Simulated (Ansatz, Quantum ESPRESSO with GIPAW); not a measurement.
# Solid-state NMR of MgO (Periclase) by GIPAW

Wanted: NMR shieldings for each site of MgO (Periclase).

Calculated with Quantum ESPRESSO with GIPAW 8.0dev (patched build); DFT, PBE, plane-wave PAW (pslibrary 1.0.0 recipes), scalar-relativistic, GIPAW; a patched development version of the program.

The database entry behind the starting cell differs from later determinations by our own check (about 0.1 % long), so it need not match the best structure at ambient conditions.

## (1) Starting point

Symmetry: Fm-3m, No. 225, cubic system. Conventional cell: a = 4.217 Å, b = 4.217 Å, c = 4.217 Å, α = 90.00°, β = 90.00°, γ = 90.00°. Mg has 6 O at 2.11 Å nearest. Nearest to O lie 6 Mg at 2.11 Å. Farther neighbours and most contacts between anions are not listed.

The cell is an entry of the Crystallography Open Database; it need not be the form that is stable at ambient conditions.

## (2) The SCF step

The shielding is a linear response of the occupied states, which this run provides. It is converged far beyond what an energy needs, since the response uses the wavefunctions themselves. No empty states are asked for: the response is solved without them. The mesh has a spacing of 0.37 Å⁻¹ at most. The PAW files were made with ld1.x from the pslibrary 1.0.0 recipes, with GIPAW reconstruction switched on.

run_scf.py

```python
from ase import Atoms
from ase.calculators.espresso import Espresso, EspressoProfile

atoms = Atoms(
    ['Mg', 'O'],
    cell=[
        [0.00000000, 2.10850000, 2.10850000],
        [2.10850000, 0.00000000, 2.10850000],
        [2.10850000, 2.10850000, 0.00000000],
    ],
    scaled_positions=[
        [0.00000000, 0.00000000, 0.00000000],
        [0.50000000, 0.50000000, 0.50000000],
    ],
    pbc=True,
)
atoms.calc = Espresso(
    profile=EspressoProfile(command='mpirun -np 4 pw.x -nk 4', pseudo_dir='./'),
    pseudopotentials={
        'Mg': 'Mg.pbe-spnl-kjpaw_psl.1.0.0-gipaw.UPF',
        'O': 'O.pbe-n-kjpaw_psl.1.0.0-gipaw.UPF',
    },
    input_data={
        'control': {'calculation': 'scf', 'prefix': 'x', 'outdir': './tmp/'},
        'system': {'ecutwfc': 65, 'ecutrho': 390, 'nbnd': 8},
        'electrons': {'conv_thr': 1.0e-10, 'mixing_beta': 0.7, 'electron_maxstep': 100},
    },
    kpts=(7, 7, 7),
    koffset=(0, 0, 0),
)
print('energy', atoms.get_potential_energy(), 'eV')
```

ASE writes espresso.pwi from it and starts pw.x, whose log goes to espresso.pwo.

espresso.pwi

```
&CONTROL
   calculation      = 'scf'
   outdir           = './tmp/'
   prefix           = 'x'
   pseudo_dir       = './'
/
&SYSTEM
   nbnd             = 8
   ecutwfc          = 65
   ecutrho          = 390
   ntyp             = 2
   nat              = 2
   ibrav            = 0
/
&ELECTRONS
   electron_maxstep = 100
   conv_thr         = 1e-10
   mixing_beta      = 0.7
/
&IONS
/
&CELL
/
&FCP
/
&RISM
/
ATOMIC_SPECIES
Mg 24.305 Mg.pbe-spnl-kjpaw_psl.1.0.0-gipaw.UPF
O 15.999 O.pbe-n-kjpaw_psl.1.0.0-gipaw.UPF

K_POINTS automatic
7 7 7  0 0 0

CELL_PARAMETERS angstrom
0.00000000000000 2.10850000000000 2.10850000000000
2.10850000000000 0.00000000000000 2.10850000000000
2.10850000000000 2.10850000000000 0.00000000000000

ATOMIC_POSITIONS angstrom
Mg 0.0000000000 0.0000000000 0.0000000000  
O 2.1085000000 2.1085000000 2.1085000000
```

Started as:

```
$ python run_scf.py
```

Output:

```text
Warning: card &CELL ignored
Warning: card &FCP ignored
Warning: card &RISM ignored

     using ibrav=0 with symmetry is DISCOURAGED, use correct ibrav instead

     bravais-lattice index     =            0
     lattice parameter (alat)  =       5.6349  a.u.
     unit-cell volume          =     126.5166 (a.u.)^3
     number of atoms/cell      =            2
     number of atomic types    =            2
     number of electrons       =        16.00
     number of Kohn-Sham states=            8
     kinetic-energy cutoff     =      65.0000  Ry
     charge density cutoff     =     390.0000  Ry
     scf convergence threshold =      1.0E-10
     mixing beta               =       0.7000
     number of iterations used =            8  plain     mixing
     Exchange-correlation= SLA-PW-PBX-PBC
                           (   1   4   3   4   0   0   0)
[...]
Mg               10.00    24.30500     Mg( 1.00)
     O                 6.00    15.99900     O ( 1.00)

     48 Sym. Ops., with inversion, found
[...]
number of k points=    20
[...]
Dense  grid:    16457 G-vectors     FFT dimensions: (  36,  36,  36)

     Smooth grid:     8873 G-vectors     FFT dimensions: (  30,  30,  30)

     Check: negative core charge=   -0.000025

     Initial potential from superposition of free atoms

     starting charge      15.9991, renormalised to      16.0000
     Starting wfcs are    9 randomized atomic wfcs

     Self-consistent Calculation

     iteration #  1     ecut=    65.00 Ry     beta= 0.70
     Davidson diagonalization with overlap
     ethr =  1.00E-02,  avg # of iterations =  1.4

     total energy              =    -182.91429097 Ry
     estimated scf accuracy    <       0.61049365 Ry

     iteration #  2     ecut=    65.00 Ry     beta= 0.70
     Davidson diagonalization with overlap
     ethr =  3.82E-03,  avg # of iterations =  4.5

     total energy              =    -183.19654133 Ry
     estimated scf accuracy    <       0.77782822 Ry

     iteration #  3     ecut=    65.00 Ry     beta= 0.70
     Davidson diagonalization with overlap
     ethr =  3.82E-03,  avg # of iterations =  2.0

     total energy              =    -183.13171802 Ry
     estimated scf accuracy    <       0.16985991 Ry

[...]
total energy              =    -183.31359994 Ry
[...]
iteration # 25     ecut=    65.00 Ry     beta= 0.70
     Davidson diagonalization with overlap
     ethr =  5.90E-12,  avg # of iterations =  8.3

     total energy              =    -183.31359993 Ry
     estimated scf accuracy    <       0.00000004 Ry

     iteration # 26     ecut=    65.00 Ry     beta= 0.70
     Davidson diagonalization with overlap
     ethr =  5.90E-12,  avg # of iterations =  8.8

     End of self-consistent calculation
     [one-electron energies left out]

!    total energy              =    -183.31359994 Ry
     total all-electron energy =      -551.430759 Ry
     estimated scf accuracy    <          4.6E-11 Ry

     The total energy is the sum of the following terms:
     one-electron contribution =     -88.24151291 Ry
     hartree contribution      =      49.43105851 Ry
     xc contribution           =     -25.31117600 Ry
     ewald contribution        =     -94.65573450 Ry
     one-center paw contrib.   =     -24.53623503 Ry

     convergence has been achieved in  26 iterations
[...]
JOB DONE.
```

Elapsed: 5.4 s, on 4 MPI ranks of Arm Neoverse V1, shared host; peak memory 0.32 GiB; 20 s of CPU time.

It converged in 26 cycles to an estimated accuracy of 5e-11 Ry, on 20 irreducible k-points.

## (3) Shieldings

A uniform field breaks periodicity, so gipaw.x applies it as a wave of small q and takes the limit. It solves for the first-order states, builds the induced current and gets the field at each nucleus by Biot–Savart; the PAW spheres add what the smooth waves miss near the nuclei. pawproj makes the reconstruction use the PAW data sets' own projectors.

nmr.in

```
&inputgipaw
  job = 'nmr'
  prefix = 'x'
  tmp_dir = './tmp/'
  restart_mode = 'from_scratch'
  verbosity = 'low'
  q_gipaw = 0.01
  spline_ps = .true.
  conv_threshold = 1.0d-11
  use_nmr_macroscopic_shape = .false.
  pawproj(1) = .true.
  pawproj(2) = .true.
/
```

Started as:

```
$ mpirun -np 4 gipaw.x -in nmr.in > nmr.out
```

Output:

```text
[banner, memory and clock lines left out]
[a note of our patched build left out]

     Parallelizing q-star over 1 images

     IMPORTANT: XC functional enforced from input :
     Exchange-correlation= PBE
                           (   1   4   3   4   0   0   0)
     Any further DFT definition will be discarded
     Please, verify this is what you really want

     Check: negative core charge=   -0.000025
[...]
alpha_pv=    144.6331 eV

     spline_ps is .false., expect some extrapolation errors

     q-space interpolation up to    78.00 Rydberg

     GIPAW job: nmr
     NMR macroscopic correction: no
[...]
Computing the magnetic susceptibility     isolve=0    ethr=  0.1000E-10
     Starting from scratch
     k-point #    1 of    20      pool #  1    cpu time:       0.4
[...]
End of magnetic susceptibility calculation

     f-sum rule (1st term):
           -11.8312          0.0000         -0.0000
             0.0000        -11.8312         -0.0000
            -0.0000         -0.0000        -11.8312

     f-sum rule (2nd term):
            -0.2967          0.0000          0.0000
             0.0000         -0.2967          0.0000
             0.0000          0.0000         -0.2967

     f-sum rule (should be   -12.1257):
           -12.1279          0.0000         -0.0000
             0.0000        -12.1279         -0.0000
            -0.0000         -0.0000        -12.1279

[... susceptibilities left out ...]
     Contributions to the NMR chemical shifts: -------------------------------

     Macroscopic shape contribution in ppm:                    0.00
             0.0000          0.0000          0.0000
             0.0000          0.0000          0.0000
             0.0000          0.0000          0.0000

     Core contribution in ppm:

     Atom  1  Mg  pos: (  0.000000  0.000000  0.000000)  core sigma:         412.82
     Atom  2  O   pos: (  0.707107  0.707107  0.707107)  core sigma:         271.07

     Bare contribution in ppm:

     Atom  1  Mg  pos: (  0.000000  0.000000  0.000000)  bare sigma:          90.89
[...]
Atom  2  O   pos: (  0.707107  0.707107  0.707107)  bare sigma:          50.22
[...]
Diamagnetic contribution in ppm:

     Atom  1  Mg  pos: (  0.000000  0.000000  0.000000)  dia sigma:         169.11
[...]
Atom  2  O   pos: (  0.707107  0.707107  0.707107)  dia sigma:          17.64
[...]
Paramagnetic contribution in ppm:

     Atom  1  Mg  pos: (  0.000000  0.000000  0.000000)  para sigma:         218.36
[...]
Atom  2  O   pos: (  0.707107  0.707107  0.707107)  para sigma:          60.43
[...]
Paramagnetic US occ-occ contribution in ppm:

     Atom  1  Mg  pos: (  0.000000  0.000000  0.000000)  para_oo sigma:          -1.10
[...]
Atom  2  O   pos: (  0.707107  0.707107  0.707107)  para_oo sigma:          -2.17
[...]
Paramagnetic US L_R Q_R contribution in ppm:

     Atom  1  Mg  pos: (  0.000000  0.000000  0.000000)  para_lq sigma:        -360.27
[...]
Atom  2  O   pos: (  0.707107  0.707107  0.707107)  para_lq sigma:        -210.25
[...]
Total NMR chemical shifts in ppm: ---------------------------------------
     (adopting the Simpson convention for anisotropy and asymmetry)-----------

     Atom  1  Mg  pos: (  0.000000  0.000000  0.000000)  Total sigma:         529.81
           529.8146         -0.0000          0.0000
            -0.0000        529.8146         -0.0000
             0.0000         -0.0000        529.8146

     Mg      1    anisotropy:      0.00    eta:    0.0000
[...]
Atom  2  O   pos: (  0.707107  0.707107  0.707107)  Total sigma:         186.94
           186.9423         -0.0000          0.0000
            -0.0000        186.9423          0.0000
             0.0000          0.0000        186.9423

     O       2    anisotropy:      0.00    eta:    0.0000
[...]
```

Elapsed: 30 s, on 4 MPI ranks; peak memory 0.2 GiB; 2 min of CPU time.

The f-sum rule is met to 0.0022 of 12.1 (0.02 %). Converged shieldings require that this miss be small, but a small miss does not prove them.

From the symmetric part of each tensor, with principal values σ11 ≤ σ22 ≤ σ33: σ_iso is their mean, the span is σ33 − σ11 and the skew 3(σ_iso − σ22)/span. (gipaw.x prints an anisotropy in another convention.)

```csv
site,atom no.,atoms in cell,σ_iso (ppm),span (ppm),skew
Mg,1,1,529.8,0.0,-
O,2,1,186.9,0.0,-
```

The macroscopic shape term is switched off. For a spherical sample the valence susceptibility of this run would add about 12 ppm to every site, a rough estimate, since the susceptibility converges slowly and lacks part of the PAW terms. Differences within the crystal don't depend on it, but shieldings of different compounds can't be compared to better than a few ppm without it.

Mg and O sit on cubic site symmetry, where the tensor must be isotropic.

How the isotropic values are made up (ppm). The core part is that of the free atom's core; bare is the current of the smooth valence states; the last two are what the PAW spheres add to the diamagnetic and the paramagnetic current:

| site | core | bare | reconstruction, dia | reconstruction, para |
| --- | --- | --- | --- | --- |
| Mg | 412.8 | 90.9 | 169.1 | -143.0 |
| O | 271.1 | 50.2 | 17.6 | -152.0 |

The quadrupolar nuclei (17O and 25Mg) sit on sites where the field gradient vanishes by symmetry, so they have no quadrupolar coupling.

## (4) Sites, surroundings and shifts

Covalently bonded atoms count as neighbours within 1.18 times the sum of their radii. Otherwise a cation's neighbours lie within 1.2 times its shortest bond (1.3 for large cations, each anion's radius taken off where they differ), and an anion's are the cations that count it.

```csv
site,atom no.,atoms in cell,surroundings,bonds (Å),σ_iso (ppm)
Mg,1,1,MgO6,2.108,529.8
O,2,1,bound to Mg6,2.108,186.9
```

## (5) What the settings change

Each row names what was changed: another mesh tests the sampling of the zone; another functional shows how far the paramagnetic term hangs on the exchange-correlation form; another cutoff tests the basis.

Changes of σ_iso (ppm) against the run above (PBE, cutoffs 65 and 390 Ry, mesh 7×7×7, 2.3 min). Times are CPU times of pw.x and gipaw.x together, on 4 MPI ranks of Arm Neoverse V1, shared host; on a shared host they are rough. A run is marked as doubtful where the f-sum miss passes 0.015 electrons, or that much for each three atoms in larger cells (with Tl, Pb, Hg, Bi or Sn a third of that, or a mesh spacing over 0.26 Å⁻¹), or where the susceptibility is unphysically large.

| run | CPU time | f-sum miss | Mg | O |
| --- | --- | --- | --- | --- |
| mesh 9×9×9 | 3.8 min | 2.0e-4 | +0.2 | +1.9 |
| LDA | 2.3 min | 0.0023 | -11.7 | -16.2 |
| cutoffs 45 and 390 Ry (marked) | 83 s | 0.071 | -6.7 | -0.5 |
| mesh 5×5×5 (marked) | 83 s | 0.028 | -2.2 | -15.5 |
| Wu-Cohen | 2.3 min | 0.0024 | -2.8 | -7.6 |
| cutoffs 80 and 480 Ry | 3.5 min | 2.0e-4 | -0.6 | -0.2 |

The largest move is -16.2 ppm, on O, from LDA.

## (6) Results

| Property | Result |
| --- | --- |
| 17O shielding without shape term | 186.9 ppm |
| 25Mg shielding without shape term | 529.8 ppm |

In words: 17O has one site (bound to Mg6), with isotropic shielding 186.9 ppm (shape term left out). A shift needs a reference, δ = σ_ref − σ, fixed on measured compounds; for 17O of this kind at this level too few were at hand, or they scattered too widely about a line, so none is given. Going to mesh 9×9×9 changes no isotropic shielding by more than 2 ppm, a first measure of the error left in that respect. Going to cutoffs 80 and 480 Ry changes no isotropic shielding by more than 0.62 ppm, so the main run is converged in that respect. The largest change with the functional is 16.2 ppm in absolute shielding; part of that drops out once each functional has its own reference line. This build of gipaw.x prints that it is not audited and that its numbers are no references by themselves. It also reports spline_ps as false although the input sets it; why was not traced. pw.x warned of eigenvalues not converged in some cycles of 1 ground-state run, which then met the threshold.

[Banner, clock, file and message-heading lines were taken out of the pw.x and gipaw.x logs.]

[Logs are printed without paths, hosts, clocks, repeated set-up lines and the standing remarks that a program may print on its own settings, such as how far it seeks lower states.]

[Hosts, paths, dates, database ids (printed as entryN), source tags and the programs' standing remarks are cut or masked in the printed files.]

[Where no reference line passes its bar on scatter, no shift is given, so a measured shift of this compound may stand uncompared.]
